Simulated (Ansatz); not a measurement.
# Quasi-harmonic thermodynamics of AgC (hypothetical, Fm-3m), part 3 of 3

How much does AgC (hypothetical) expand with temperature? The crystal structure is hypothetical: it was made by swapping elements on a known structure type.

Ansatz 0.2.0; DFT PBEsol, scalar-relativistic, plane waves, PAW.

So far. Step 2 (A first coarse run): The start is under -22 GPa at this level and looks like a metal on this mesh. Step 5 (Relaxing to small residual forces and stress): The residual pressure is -0.0010 GPa, small enough for phonons.

### Step 8. Phonons on strained cells, q-mesh 4×4×4

The study relaxes the crystal at several strains, solves the phonons on some of them and minimises the free energy at each temperature (static energy, vibrations, the electrons in a metal, and PV under a set pressure); the q-mesh sets how far the force constants reach.

Contents of input.yaml:

```yaml
crystal:
  lattice:
    - [0.0, 2.2836725969, 2.2836725969]
    - [2.2836725969, 0.0, 2.2836725969]
    - [2.2836725969, 2.2836725969, 0.0]
  atoms:
    - { symbol: Ag, position: [0.0, 0.0, 0.0] }
    - { symbol: C, position: [0.5, 0.5, 0.5] }
kpoints:
  mp_grid: { grid: [16, 16, 16] }
hamiltonian:
  xc: pbesol
scf:
  occupations: { method: methfessel_paxton, width: 0.15 }
output:
  eigenvalues: true
phonons:
  method: dfpt
  qmesh: [4, 4, 4]
  temperatures: { t_max: 800.0, t_step: 50 }
  thermal_expansion: {}
```

Command:

```
> ansatz run input.yaml --threads 4 --pin off --max-ram 8192MiB --backend cpu --events-out ev --progress --plain --runs-dir out
```

Numbers of over 12 decimals in the logs are rounded to 6 here.

Output:

```text
The last accepted step is kept in <dir> (removed where the run ends without a failure and the disk answers)
Engine: ansatz 0.2.0, aarch64-unknown-linux-gnu
Pseudopotentials: kind: paw
Pseudopotential: Ag, paw, valence charge 19, recommended cutoff 420 eV (normal), Ag.paw.azcp
Pseudopotential: C, paw, valence charge 4, recommended cutoff 420 eV (normal), C.paw.azcp
Functional definition: PBEsol
  exchange = pbesol_x
  correlation = pbesol_c
Crystal: 2 atoms, lattice volume = 23.819 Å³
Basis set: ecut = 487.2 eV, 561 PW (Γ), exchange–correlation on 48×48×48 points (8 copies of the dense FFT grid, shifted against one another)
Bands: 16, of which v1, the nominal top of the filled ones, is band 12 counted from 1 (11 counted from 0)
Symmetry: 48 space group operations
Space group: Fm-3m (ITA 225), of the structure as read, at distance tolerance 2.9e-5 Å
k-points: 145 of 4096
Non-local potential: Ag, projectors of the file, l = 0: 3, l = 1: 2, l = 2: 2, l = 3: 1
Non-local potential: C, projectors of the file, l = 0: 2, l = 1: 2, l = 2: 1
PAW form: soft (Blöchl's): semilocal exchange-correlation on the pseudo side does not see the compensation charge
PAW frozen core: Ag, regenerated for the run's functional, and the local potential with it (the file was generated under x = pbe(κ = 0.804, μ = 0.219515), c = pbe(β = 0.066725))
PAW frozen core: C, regenerated for the run's functional, and the local potential with it (the file was generated under x = pbe(κ = 0.804, μ = 0.219515), c = pbe(β = 0.066725))
PAW one-centre angular grid: Ag, 590 points (default); XC on 64 Gauss nodes
PAW one-centre angular grid: C, 110 points (default); XC on 64 Gauss nodes
Initial density: superposition of atomic densities (neutral atoms: chi_scale 0, normalization atom), corrected by the library's trained network
Initial wavefunctions: pseudopotential atomic-orbital guess
Functional: x = pbesol(κ = 0.804, μ = 0.123457), c = pbesol(β = 0.046)
SCF iter   1: F=—  HF=-7764.626231 eV  |F-HF|=—  |Δ(HF+E_count)|=         —  Δρ=8.85e-3  dr2=1.54e-2  ethr=1.77e-3  ⟨swp⟩=4.1  Hψ=9831  notcnv=0
preconditioner: auto → none  [metal: Δε(μ)=0.006 eV  Ē_g=12.500 eV  σ=0.150 eV  W_gap=0.03  n_scr=8 (ndim 8)  ℏωp=29.5 eV  f_vac=0.000  D(μ)=1.46/eV (n_scr^D=14)  sad-step TF]
SCF iter   2: F=—  HF=-7764.622893 eV  |F-HF|=—  |Δ(HF+E_count)|=   3.34e-3  S|Δr|=    0.00e0  Δρ=3.96e-3  dr2=3.20e-3  ethr=6.70e-5  ⟨swp⟩=1.3  Hψ=3707  notcnv=0
SCF iter   3: F=—  HF=-7764.621922 eV  |F-HF|=—  |Δ(HF+E_count)|=   9.71e-4  S|Δr|=    0.00e0  Δρ=4.29e-4  dr2=2.34e-5  ethr=1.39e-5  ⟨swp⟩=2.0  Hψ=3217  notcnv=0
SCF iter   4: F=—  HF=-7764.621914 eV  |F-HF|=—  |Δ(HF+E_count)|=   8.14e-6  S|Δr|=    0.00e0  Δρ=4.18e-5  dr2=2.55e-7  ethr=1.02e-7  ⟨swp⟩=2.7  Hψ=4023  notcnv=0
[...]
E_local      = -2417.791570  (includes V_loc(G=0)·N_el)
  E_nonlocal   = 108.798830
  E_hartree    = 1079.433540
  E_xc         = -229.848504
  E_vxc        = -291.719642  (∫ρ·V_xc dr)
  E_paw        = -3926.279507  (= ΣΔE_a)
  E_vpaw       = -412.373500  (= ΣTr[D̂ρ^β])
  E_aug_tail   = 0.000066  (compensation charges beyond the density's cutoff)
  E_ewald      = -2985.852163
  E_core_change = 0.343840  (= ΣΔE_core)
  E_smearing   = -0.001993  (= −TS)
  E_closure    = -0.000000  (closes the sum)
  Σ components = -7764.621921   (vs F -7764.621921, Δ=0.00e0)
--- Forces (eV/Å), atoms counted from 1 ---
  atom   1  Ag    -0.00000000     0.00000000     0.00000000
  atom   2  C      0.00000000    -0.00000000    -0.00000000
  max |Σ_I F_I| component: 4.08e-30 eV/Å
--- Stress (GPa, compression-positive) ---
       -0.001546      -0.000000      -0.000000
       -0.000000      -0.001546       0.000000
       -0.000000       0.000000      -0.001546
  P = ⅓ Tr σ = -0.0015 GPa (-0.015 kbar)
--- Band table (eV; the first three rows and the last of 145) ---
  k-point 0: bands = [... 8 lower, 10.4112, 10.4112, 15.8520, 15.8520, 15.8520, 21.6260, 28.6452, 32.2033]
  k-point 1: bands = [... 8 lower, 10.3540, 10.3540, 15.6546, 15.9723, 15.9723, 21.8315, 28.4498, 32.0208]
  k-point 2: bands = [... 8 lower, 10.3288, 10.3288, 15.1609, 16.3021, 16.3021, 22.3348, 27.8555, 31.4621]
  k-point 144: bands = [... 8 lower, 11.3870, 13.2217, 13.3436, 13.3436, 14.8437, 24.1794, 26.5218, 26.5218]
── thermal expansion: 3 new cells, 3 in all ──
thermal expansion: relaxation of cell 2
thermal expansion: relaxation of cell 3
── thermal expansion: 2 new cells, 5 in all ──
thermal expansion: relaxation of cell 4
thermal expansion: lower-state search of cell 4
thermal expansion: electrons of cell 4
thermal expansion: phonons of cell 4
WARN: thermal expansion, phonons of cell 4: eigensolver did not converge (k=1): 1 band(s) unlocked after 20 sweeps at ethr=1.00e-12 eV (lowest unlocked band 15, counted from 0; max residual 1.83e-4 eV among the unlocked bands, 1.83e-4 eV over every band)
WARN: thermal expansion: eigensolver_not_converged in the phonons of 1 cell: 4
WARN: thermal expansion: vibrations_at_or_below_zero in the phonons of 1 cell: 4
this run last wrote the structure of step 1 to <dir>
--- Relaxed structure (1 steps of the walk, 1 accepted, 0 SCFs on fresh bases) ---
  F+E_penalty+E_count = -7764.62192068 eV   max|allowed force component| = 2.958e-30 eV/Å
  atoms:
    - { symbol: Ag, position: [0.0, 0.0, 0.0] }
    - { symbol: C, position: [0.5, 0.5, 0.5] }
--- Thermal expansion: 5 cells in 2 rounds, 0 GPa ---
  no lower state was reached at cell 4; its state was not examined: fill_not_monotonic
  not told: vibrations stand at or below zero in cell 4 (0.984 modes a cell, the lowest at -140.8 cm⁻¹): the crystal is at no minimum there, or its k-points are too few: type the crystal that it becomes, another pressure, or a denser kpoints.mp_grid, in a new run
  eigensolver_not_converged in the phonons of 1 cell: 4
  vibrations_at_or_below_zero in the phonons of 1 cell: 4
Error: vibrations stand at or below zero in cell 4 (0.984 modes a cell, the lowest at -140.8 cm⁻¹): the crystal is at no minimum there, or its k-points are too few: type the crystal that it becomes, another pressure, or a denser kpoints.mp_grid, in a new run
[key lines of the parts left out:]
SCF converged after 6 iterations
Free energy (F): -7764.621921 eV
Fermi energy:    15.347520 eV
```

It took 7.1 min on 4 threads of Arm Neoverse V2, shared host; peak memory 4 GiB.

The run ended with an error.

The program's message: “vibrations stand at or below zero in cell 4 (0.984 modes a cell, the lowest at -140.8 cm⁻¹): the crystal is at no minimum there, or its k-points are too few: type the crystal that it becomes, another …”

### Step 9. Phonons of the refused cell

The study refused this cell, so its phonons are run alone to see which modes are imaginary.

input.yaml, the sections that differ from step 8:

```yaml
phonons:
  method: dfpt
  qmesh: [4, 4, 4]
  temperatures: { t_max: 1000, t_step: 50 }
  qpath:
    path:
      - [[0.0, 0.0, 0.0], [0.5, 0.0, 0.5], [0.625, 0.25, 0.625]]
      - [[0.375, 0.375, 0.75], [0.0, 0.0, 0.0], [0.5, 0.5, 0.5], [0.5, 0.25, 0.75], [0.5, 0.0, 0.5]]
    npoints: 10
# crystal, kpoints, hamiltonian, scf, output: as in step 8
```

Output:

```text
[...]
Crystal: 2 atoms, lattice volume = 23.819 Å³
Basis set: ecut = 420 eV, 459 PW (Γ), exchange–correlation on 48×48×48 points (8 copies of the dense FFT grid, shifted against one another)
Bands: 16, of which v1, the nominal top of the filled ones, is band 12 counted from 1 (11 counted from 0)
Symmetry: 48 space group operations
k-points: 145 of 4096
[...]
SCF iter   1: F=—  HF=-7764.622845 eV  |F-HF|=—  |Δ(HF+E_count)|=         —  Δρ=8.79e-3  dr2=1.52e-2  ethr=1.77e-3  ⟨swp⟩=4.2  Hψ=9792  notcnv=0
[...]
SCF iter   7: F=-7764.618565 eV  HF=-7764.618565 eV  |F-HF|=9.09e-13  |Δ(HF+E_count)|=  9.09e-13  S|Δr|=    0.00e0  Δρ=1.70e-8  dr2=2.22e-14  ethr=1.00e-12  ⟨swp⟩=5.6  Hψ=8833  notcnv=0
SCF 1 converged in 7 iterations: F = -7764.618565 eV  dr2 = 2.22e-14
[...]
phonons: the bands overlap, so this run is a metal and interpolates without the dipole-dipole term. If the crystal is really an insulator or semiconductor, its LO-TO splitting is missing
NSCF: frozen V_eff on 145 k-points
WARN: eigensolver did not converge in 2 slots of this pass, the one above among them; of largest residual over every band (k=10): 1 band(s) unlocked (lowest unlocked band 15, counted from 0; max residual 2.09e-6 eV among the unlocked bands, 2.09e-6 eV over every band); of lowest unlocked band (k=1): band 15
[...]
DFPT response loops at q = (0, 0, 0) (fractional): preconditioner auto → Kerker (q_TF=auto, 2.712 Å⁻¹) (partly filled bands, converged f_vac=0.000); β = 1.00, the filter's whole step (`scf.mixing.beta` (0.50) is not read by the response loops under this deck's `scf.mixing.preconditioner`; to damp them name `kerker` or `kerker_dos`, under which they read `scf.mixing.beta`, and type it under 1.00, their step now; both keys bind the ground state too); Broyden in place of MSR1
[...]
SCF converged after 7 iterations
[...]
Free energy (F): -7764.618565 eV
[...]
Internal energy: -7764.616573 eV  (E = F + TS)
E sigma→0 (E₀):  -7764.618067 eV
Entropy (-TS):   -0.001992 eV (-0.996 meV/atom)
Fermi energy:    15.348146 eV
[...]
--- Band table (eV; the first three rows and the last of 145) ---
  k-point 0: bands = [... 8 lower, 10.4118, 10.4118, 15.8534, 15.8534, 15.8534, 21.6253, 28.6472, 32.2041]
  k-point 1: bands = [... 8 lower, 10.3545, 10.3545, 15.6549, 15.9735, 15.9735, 21.8309, 28.4513, 32.0220]
  k-point 2: bands = [... 8 lower, 10.3294, 10.3294, 15.1614, 16.3031, 16.3031, 22.3344, 27.8571, 31.4632]
  k-point 144: bands = [... 8 lower, 11.3878, 13.2220, 13.3442, 13.3442, 14.8444, 24.1811, 26.5237, 26.5237]
--- Phonons (Γ-DFPT): 2 representative perturbations + reference (Σ response iterations 7) ---
  ASR residual: 6.125e-6 → 0.000e0 eV/Å²; symmetrization residual: 2.036e-7 eV/Å²
  ASR residual per site (eV/Å²): 5.40e-6 6.13e-6
  Γ frequencies (cm⁻¹): 0.00 0.00 0.00 217.33 217.33 217.33
--- Phonons (arbitrary-q DFPT): 8 irreducible q on the 4×4×4 mesh ---
  q = [0.0000, 0.0000, 0.0000] (star 1, of the zone-centre solve; hermiticity 2.17e-7, symmetrization 9.05e-12): -0.00 -0.00 0.00 217.33 217.33 217.33
  q = [0.0000, 0.0000, 0.2500] (star 8, 2 solved perturbations on 2176 of 4096 k-point pairs; hermiticity 4.36e-8, symmetrization 3.51e-13): 38.44 38.44 120.59 177.58 177.58 262.59
[...]
q = [0.0000, 0.2500, 0.2500] (star 6, 4 solved perturbations in 3616 linear systems a pass and spin channel, the states on 1160 of 4096 k-point pairs; hermiticity 3.97e-7, symmetrization 6.00e-13): 46.48 46.48 133.91 234.26 234.26 282.23
[...]
sum rule: each row above includes the acoustic sum rule's correction from the zone centre's row sums; it moved no ω² by more than (0.37 cm⁻¹)²
  mesh force constants: q→R imaginary residual 4.28e-18; ASR residual 6.125e-6 → 0.000e0 eV/Å²; symmetrization residual 2.887e-15 eV/Å²
  interpolated dispersion: 62 rows × 6 modes
  density of states and harmonic sums: on the 24×24×24 q-mesh, interpolated from the force constants of a 4×4×4 supercell (no non-analytic term)
  largest difference from the sums on the solved wave vectors: F 2.77e-2 eV, S 3.58e-5 and C_V 8.94e-6 eV/K
  zero-point energy: 0.056096 eV/cell   skipped modes (ω ≤ 0): 367, of them read as no rigid motion or as one in doubt: 364 (9.361e-1 modes/cell left out, lowest -150.98 cm⁻¹)   left out of the sums: 1.56e-1 of the cell's modes: C_V's classical limit lies that fraction below 3 k_B per atom; for a crystal, a wire or a layer, F and S can be off by more, and a phonons.interpolated_qmesh denser along its periods is the remedy for the sampling
```

It took 5 min on 4 threads; peak memory 3.5 GiB.

Numbers from this step:

```yaml
gamma_frequencies: 0, 0, 0, 217.3, 217.3, 217.3 cm⁻¹ (negative: imaginary)
lowest_frequency_on_the_path: -141.5 cm⁻¹
point_group: m-3m
highest_frequency: 304.6 cm⁻¹
```

No LO-TO term. The phonon branches at the labelled points (cm⁻¹):

| point | branch 1 | branch 2 | branch 3 | branch 4 | branch 5 | branch 6 |
| --- | --- | --- | --- | --- | --- | --- |
| Γ | 0 | 0 | 0 | 217 | 217 | 217 |
| halfway | 46 | 46 | 134 | 234 | 234 | 282 |
| X | -76 | 49 | 49 | 241 | 251 | 251 |
| halfway | -114 | 28 | 60 | 234 | 234 | 263 |
| U | -142 | 34 | 87 | 221 | 231 | 285 |
| jump to K | -142 | 34 | 87 | 221 | 231 | 285 |
| halfway | 62 | 105 | 139 | 223 | 240 | 272 |
| Γ | 0 | 0 | 0 | 217 | 217 | 217 |
| halfway | 38 | 38 | 121 | 178 | 178 | 263 |
| L | 127 | 127 | 150 | 254 | 254 | 305 |
| halfway | -96 | -32 | 126 | 221 | 250 | 276 |
| W | -22 | -22 | 123 | 267 | 267 | 299 |
| halfway | -112 | 52 | 72 | 238 | 251 | 264 |
| X | -76 | 49 | 49 | 241 | 251 | 251 |

The phonon branches as a text plot (rows in cm⁻¹):

```
    295 |                  ****               ******     ***
    277 |    ****       ***    **            *      *****  ***
    258 |   *    *   ***    **** *         **    ****************
    240 |  *   ** ******* ***  ** ***     *     *  *    *   *****
    221 |**  **  *      ***     **   *****     *    ****
    202 | ***                    *****   *    *
    184 |                         **      ****
    165 |
    147 |                    ****             *****
    128 |    ***            **** *          **  ************
    109 |   *   *          **   *          *  **   *        *
     91 |                 *       **                *        *
     72 |  *            ** *     *  *     *  *
     54 |    ***     ***       ***       *          **      *****
     35 | * *    *  *  *  *       ** *  *   *              *
     16 | **    *        *          **
     -2 |*              *           ******
    -21 |         **         **           **              *
    -39 |        *                                    *  *
    -58 |                                              **  *
    -76 |         *****                              *  *       *
    -95 |                   *                         **    *  *
   -114 |              *                                     **
   -132 |               ****
         Γ           X  U|K            Γ         L        W     X
```

Tetrahedra on 24 24 24, mean over bins of 5 cm⁻¹. Phonon density of states against wavenumber; read off at these points:

| wavenumber (cm⁻¹) | phonon density of states (1/cm⁻¹/cell) |
| --- | --- |
| -152 | 1.0e-5 |
| -138 | 0.00432 |
| -122 | 0.00696 |
| -102 | 0.00708 |
| -88 | 0.00632 |
| -72 | 0.00528 |
| -58 | 0.00651 |
| -42 | 0.00933 |
| -28 | 0.00562 |
| -8 | 0.00556 |
| 8 | 0.00645 |
| 22 | 0.00904 |
| 38 | 0.0148 |
| 48 | 0.0192 |
| 52 | 0.0157 |
| 68 | 0.011 |
| 88 | 0.0131 |
| 102 | 0.0162 |
| 118 | 0.0266 |
| 122 | 0.0313 |
| 132 | 0.0204 |
| 148 | 4.7e-4 |
| 162 | 0 |
| 182 | 0.00338 |
| 198 | 0.0107 |
| 212 | 0.0204 |
| 228 | 0.0287 |
| 242 | 0.0558 |
| 248 | 0.0559 |
| 258 | 0.0245 |
| 278 | 0.0262 |
| 282 | 0.0262 |
| 292 | 0.0141 |
| 308 | 0 |

No LO-TO term. The modes at Γ (shares of kinetic energy by element, %):

| mode | frequency (cm⁻¹) | symmetry | Ag % | C % |
| --- | --- | --- | --- | --- |
| 1 | 0.0 | T1u | 90 | 10 |
| 2 | 0.0 | T1u | 90 | 10 |
| 3 | 0.0 | T1u | 90 | 10 |
| 4 | 217.3 | T1u | 10 | 90 |
| 5 | 217.3 | T1u | 10 | 90 |
| 6 | 217.3 | T1u | 10 | 90 |

Displacements in mode 4 (217.3 cm⁻¹), the largest set to 1:
```
Ag1  0.02  0.00 -0.11
C2  -0.21 -0.03  1.00
```

Lowest modes at the softest wavevector of the mesh; phase exp(i q.(R + tau)). The modes at q = (0.250, 0.500, 0.000) (shares of kinetic energy by element, %) (negative means imaginary):

| mode | frequency (cm⁻¹) | Ag % | C % |
| --- | --- | --- | --- |
| 1 | -140.5 | 46 | 54 |
| 2 | -66.4 | 59 | 41 |
| 3 | 73.9 | 86 | 14 |
| 4 | 199.0 | 41 | 59 |
| 5 | 234.6 | 51 | 49 |
| 6 | 263.5 | 17 | 83 |

Displacements in mode 1 (-140.5 cm⁻¹), the largest set to 1, in the home cell (x, y, z of the real part, then of the imaginary part):
```
Ag1 -0.06  0.06 -0.22 -0.05  0.05 -0.20
C2   0.16 -0.16 -1.00 -0.01  0.01  0.05
```

Displacements in mode 3 (73.9 cm⁻¹), the largest set to 1, in the home cell (x, y, z of the real part, then of the imaginary part):
```
Ag1 -0.69  0.69  0.36 -0.37  0.37  0.19
C2   0.96 -0.96  0.29 -0.29  0.29 -0.09
```

Phonopy on the run's constants, 21x21x21 mesh, Gaussian sigma 3.5 cm⁻¹. Modes against wavenumber; read off at these points; values in 1/cm⁻¹/cell:

| wavenumber (cm⁻¹) | Ag | C |
| --- | --- | --- |
| -160.0 | 1.3e-6 | 2.0e-6 |
| -150.0 | 4.5e-4 | 5.6e-4 |
| -140.0 | 0.00205 | 0.00236 |
| -130.0 | 0.00245 | 0.00253 |
| -120.0 | 0.00413 | 0.00393 |
| -110.0 | 0.00360 | 0.00310 |
| -100.0 | 0.00453 | 0.00338 |
| -90.0 | 0.00265 | 0.00188 |
| -80.0 | 0.00395 | 0.00243 |
| -70.0 | 0.00381 | 0.00221 |
| -60.0 | 0.00492 | 0.00254 |
| -53.8 | 0.00795 | 0.00397 |
| -50.0 | 0.00742 | 0.00351 |
| -40.0 | 0.00537 | 0.00227 |
| -30.0 | 0.00714 | 0.00283 |
| -20.0 | 0.00362 | 0.00133 |
| -10.0 | 0.00154 | 4.5e-4 |
| 0.0 | 0.00105 | 3.0e-4 |
| 10.0 | 0.00341 | 9.7e-4 |
| 20.0 | 0.00515 | 0.00156 |
| 30.0 | 0.00971 | 0.00295 |
| 40.0 | 0.0136 | 0.00385 |
| 46.5 | 0.0163 | 0.00424 |
| 50.0 | 0.0148 | 0.00366 |
| 60.0 | 0.0107 | 0.00273 |
| 70.0 | 0.00999 | 0.00222 |
| 80.0 | 0.00971 | 0.00176 |
| 90.0 | 0.0112 | 0.00157 |
| 100.0 | 0.0147 | 0.00170 |
| 110.0 | 0.0180 | 0.00132 |
| 120.0 | 0.0279 | 9.7e-4 |
| 122.6 | 0.0281 | 8.4e-4 |
| 130.0 | 0.0203 | 6.6e-4 |
| 140.0 | 0.00961 | 3.0e-4 |
| 150.0 | 6.4e-4 | 9.7e-6 |
| 160.0 | 0 | 0 |
| 170.0 | 4.6e-5 | 9.2e-5 |
| 180.0 | 7.5e-4 | 0.00188 |
| 190.0 | 0.00159 | 0.00515 |
| 200.0 | 0.00363 | 0.0112 |
| 210.0 | 0.00473 | 0.0144 |
| 220.0 | 0.00574 | 0.0208 |
| 230.0 | 0.00892 | 0.0268 |
| 240.0 | 0.0165 | 0.0378 |
| 244.2 | 0.0161 | 0.0387 |
| 250.0 | 0.0125 | 0.0346 |
| 260.0 | 0.00345 | 0.0209 |
| 270.0 | 0.00161 | 0.0212 |
| 280.0 | 0.00150 | 0.0241 |
| 290.0 | 9.2e-4 | 0.0174 |
| 300.0 | 8.2e-5 | 0.00287 |
| 310.0 | 0 | 5.9e-5 |
| 320.0 | 0 | 0 |

The lowest solved frequency is -141 cm⁻¹, so the cell is unstable here and gives no valid free energy.

### Step 10. Outcome

```json
{"lowest frequency at the solved wavevectors": "-141 cm⁻¹"}
```

In words: With imaginary harmonic modes at the relaxed cell the quasi-harmonic free energy is undefined, so no expansion is obtained for this phase at this level. The softest solved mode is 141i cm⁻¹ at q = (0, 0.25, -0.5), and 3 of 8 solved wavevectors carry a mode beyond 8i cm⁻¹. In a metal soft modes also hang on the k-mesh and the smearing, which were not converged here. The program warned that a few bands missed the eigensolver's threshold in at least one of the runs. The PAW files were made for PBE and are used here under another functional, for which the program regenerates the frozen cores.

[Logs are printed without paths, hosts, clocks, repeated set-up lines and the standing remarks that a program may print on its own settings, such as how far it seeks lower states.]

[Hosts, paths, dates, database ids (printed as entryN), source tags and the programs' standing remarks are cut or masked in the printed files.]

[A step with changed settings may run another functional than the one named; its input shows which.]
